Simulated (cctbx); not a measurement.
# Finding the light atoms

Cell a = 8.3070 Å, b = 11.8280 Å, c = 8.1870 Å, α = 90.00°, β = 109.91°, γ = 90.00°; space group P2_1/c (no. 14); content Sb4 Cl20 Li8. The heavier atoms are placed; Li is still missing.

The data are simulated with cctbx, not measured: Mo Kα, λ = 0.71073 Å, to d = 0.77 Å, 50 % of the full sphere, strongest reflection 70000 counts, noise from counting, a 2 % proportional error and a noise floor of 4 counts (s.d.); no absorption.

Refinement without Li (map in e/Å³):

```text
Rint 0.015, 1614 unique reflections to 0.77 A
cycle     R1     wR2    GooF  max shift (A)
   1  0.1339  0.3389  13.772   0.03059
   2  0.0439  0.1262   5.126   0.00002
final R1 0.0439 wR2 0.1262 GooF 5.126  parameters 24  data/parameter 67.2
atom        x        y        z      Ueq    occ   su(xyz)  su(Uiso or U11)
Sb1    0.81632 -0.00003  0.79450   0.0077  1.000  0.00005  0.0002
Cl1    0.82481  0.92360  0.53072   0.0103  1.000  0.00018  0.0003
Cl2    0.38729  0.88565  0.35683   0.0101  1.000  0.00018  0.0003
Cl3    0.40965  0.36197  0.70903   0.0112  1.000  0.00019  0.0003
Cl4    0.01140  0.34540  0.29992   0.0111  1.000  0.00018  0.0003
Cl5    0.76246  0.40695  0.55880   0.0206  1.000  0.00022  0.0004
difference map: max 5.99 min -1.56 rms 0.28
Q1    0.1851  0.6728  0.0849    4    6.09  2.95 A from Cl5
Q2    0.3737  0.1280  0.8469    4    5.95  2.88 A from Cl3
Q3    0.1613  0.5248  0.6731    4    2.06  0.40 A from Sb1
Q4    0.2054  0.0201  0.2400    4    1.86  0.37 A from Sb1
Q5    0.2340  0.6075  0.3998    4    1.15  0.37 A from Cl5
Q6    0.3610  0.6214  0.8406    4    1.02  0.23 A from Cl2
Q7    0.2450  0.6089  0.4912    4    1.00  0.44 A from Cl5
Q8    0.4199  0.1361  0.2012    4    0.82  0.13 A from Cl3
```

Simulated single-crystal data (cctbx): neutrons of λ = 0.84 Å, to d = 0.8 Å, 50 % of the full sphere, strongest reflection 5000 counts, noise from counting, a 2 % proportional error and a noise floor of 4 counts (s.d.); no absorption.

Refinement without Li (map in fm/Å³; only maxima are listed):

```text
Rint 0.033, 1427 unique reflections to 0.80 A
cycle     R1     wR2    GooF  max shift (A)
   1  0.1698  0.3451   7.114   0.05407
   2  0.0964  0.2008   4.140   0.00001
final R1 0.0964 wR2 0.2008 GooF 4.140  parameters 24  data/parameter 59.5
atom        x        y        z      Ueq    occ   su(xyz)  su(Uiso or U11)
Sb1    0.81598 -0.00005  0.79467   0.0087  1.000  0.00044  0.0006
Cl1    0.82486  0.92345  0.53108   0.0104  1.000  0.00025  0.0004
Cl2    0.38701  0.88544  0.35681   0.0103  1.000  0.00025  0.0004
Cl3    0.40975  0.36200  0.70913   0.0111  1.000  0.00025  0.0004
Cl4    0.01161  0.34512  0.29996   0.0113  1.000  0.00025  0.0005
Cl5    0.76235  0.40674  0.55936   0.0203  1.000  0.00030  0.0005
difference map: max 1.57 min -8.53 rms 0.38
Q1    0.2470  0.5906  0.4985    4    1.61  0.45 A from Cl5
Q2    0.3829  0.6173  0.8482    4    1.16  0.07 A from Cl2
Q3    0.2317  0.6146  0.3887    4    1.14  0.48 A from Cl5
Q4    0.1595  0.7294  0.0259    4    1.02  2.37 A from Cl5
Q5    0.4091  0.1426  0.1794    4    1.00  0.25 A from Cl3
Q6    0.4767  0.1284  0.8951    4    0.97  2.33 A from Cl5
Q7    0.1858  0.0619  0.4850    4    0.95  0.22 A from Cl1
Q8    0.1386  0.6828  0.1521    4    0.92  2.39 A from Cl4
```

**Question.** Where is Li, and which data fix it better?

Li sits at (0.1866, 0.8274, 0.5864) and (0.6262, 0.6277, 0.6528). Adding it takes R1 from 0.044 to 0.017 with X-rays and from 0.096 to 0.029 with neutrons. Its largest coordinate s.u. is 0.00073 with X-rays and 0.00053 with neutrons, so neutrons fix it better in these data. In the X-ray map Q1 and Q2 mark it. No listed neutron peak is on it. Natural Li has a negative scattering length, so it shows as a hole in the neutron map (minimum -8.5), not among the maxima.

Final neutron refinement:

```text
Rint 0.033, 1427 unique reflections to 0.80 A
cycle     R1     wR2    GooF  max shift (A)
   1  0.1400  0.2892   5.978   0.05313
   2  0.0294  0.0633   1.308   0.00004
final R1 0.0294 wR2 0.0633 GooF 1.308  parameters 32  data/parameter 44.6
atom        x        y        z      Ueq    occ   su(xyz)  su(Uiso or U11)
Sb1    0.81623  0.00000  0.79461   0.0086  1.000  0.00014  0.0002
Cl1    0.82489  0.92364  0.53088   0.0110  1.000  0.00008  0.0001
Cl2    0.38712  0.88543  0.35688   0.0104  1.000  0.00008  0.0001
Cl3    0.40979  0.36195  0.70900   0.0115  1.000  0.00008  0.0001
Cl4    0.01152  0.34524  0.29971   0.0117  1.000  0.00008  0.0001
Cl5    0.76220  0.40680  0.55893   0.0210  1.000  0.00009  0.0002
Li1    0.18629  0.82796  0.58672   0.0258  1.000  0.00053  0.0008
Li2    0.62498  0.62792  0.65229   0.0249  1.000  0.00053  0.0007
difference map: max 0.93 min -1.48 rms 0.14
Q1    0.2444  0.5702  0.4922    4    0.98  0.49 A from Cl5
Q2    0.2301  0.5661  0.3947    4    0.86  0.48 A from Cl5
Q3    0.2320  0.6237  0.3961    4    0.85  0.51 A from Cl5
Q4    0.0780  0.1467  0.8390    4    0.57  0.55 A from Cl4
Q5    0.1782  0.0562  0.0905    4    0.51  1.14 A from Sb1
Q6    0.2555  0.7047  0.5568    4    0.51  1.60 A from Cl5
```

The model was made for the exercise: a known structure type with other elements put in, its volume estimated, not relaxed; displacement parameters are assumed.

[Middle refinement cycles are left out of these outputs.]

[Logs are printed without paths, hosts, clocks, repeated set-up lines and the standing remarks that a program may print on its own settings, such as how far it seeks lower states.]
